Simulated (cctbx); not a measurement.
# What is wrong with this refinement?

Cell a = 9.2890 Å, b = 9.2890 Å, c = 9.2890 Å, α = 90.00°, β = 90.00°, γ = 90.00°; space group Fd-3m (no. 227, origin choice 1).

Simulated single-crystal data (cctbx): Mo Kα, λ = 0.71073 Å, to d = 0.7 Å, 80 % of the full sphere, strongest reflection 40000 counts, noise from counting, a 6 % proportional error and a noise floor of 2 counts (s.d.); no absorption, and some extinction, which the refinements don't model.

An anisotropic refinement with weights 1/σ² prints:

```text
Rint 0.047, 80 unique reflections to 0.70 A
cycle     R1     wR2    GooF  max shift (A)
   1  0.0300  0.1389   8.100   0.00000
   2  0.0175  0.0711   4.147   0.00000
final R1 0.0175 wR2 0.0711 GooF 4.147  parameters 3  data/parameter 26.7
atom        x        y        z      Ueq    occ   su(xyz)  su(Uiso or U11)
Gd1    0.25000  0.75000  0.25000   0.0171  1.000  0.00000  0.0004
Ce1    0.37500  0.12500  0.37500   0.0231  1.000  0.00000  0.0004
difference map: max 2.89 min -0.66 rms 0.27
Q1    0.0000  0.0000  0.5000    8    2.95  0.00 A from Gd1
Q2    0.1250  0.1250  0.1250   16    1.41  0.00 A from Ce1
Q3    0.0355  0.0355  0.9645   32    0.41  1.90 A from Ce1
Q4    0.0832  0.0832  0.5832   32    0.35  1.34 A from Gd1
Q5    0.0056  0.1033  0.1841  192    0.27  1.25 A from Ce1
Q6    0.0495  0.0495  0.3772   96    0.24  1.31 A from Gd1
```

**Question.** Can this result stand? If not, what is the likely fault?

Mend it. The fault: wrong element: Gd1 is Dy. Against the right model at the same level, R1 goes from 0.0084 to 0.0175 and GooF from 0.98 to 4.15 and the top difference peak, 3.0 e/Å³, lies on Gd1. Gd1 has 2 electrons too few and its U shrinks to make up, as expected (near an absorption edge f′ can widen the mismatch well beyond the difference in Z).

The compound is Ce2Dy. The right model at the same level gives:

```text
Rint 0.047, 80 unique reflections to 0.70 A
cycle     R1     wR2    GooF  max shift (A)
   1  0.0132  0.0369   2.152   0.00000
   2  0.0084  0.0168   0.979   0.00000
final R1 0.0084 wR2 0.0168 GooF 0.979  parameters 3  data/parameter 26.7
atom        x        y        z      Ueq    occ   su(xyz)  su(Uiso or U11)
Dy1    0.25000  0.75000  0.25000   0.0191  1.000  0.00000  0.0001
Ce1    0.37500  0.12500  0.37500   0.0230  1.000  0.00000  0.0001
difference map: max 0.35 min -0.64 rms 0.15
Q1    0.0813  0.0813  0.5813   32    0.36  1.31 A from Dy1
Q2    0.0379  0.0379  0.9621   32    0.32  1.90 A from Ce1
Q3    0.9923  0.1135  0.1820  192    0.28  1.35 A from Ce1
Q4    0.0763  0.0763  0.6535   96    0.22  1.74 A from Dy1
Q5    0.0144  0.0906  0.4094   96    0.21  1.20 A from Dy1
Q6    0.0375  0.0375  0.1095   96    0.21  1.16 A from Ce1
```

The model was made for the exercise: a known structure type with other elements put in, its volume estimated, not relaxed; displacement parameters are assumed.

[Middle refinement cycles are left out of these outputs.]

[Logs are printed without paths, hosts, clocks, repeated set-up lines and the standing remarks that a program may print on its own settings, such as how far it seeks lower states.]
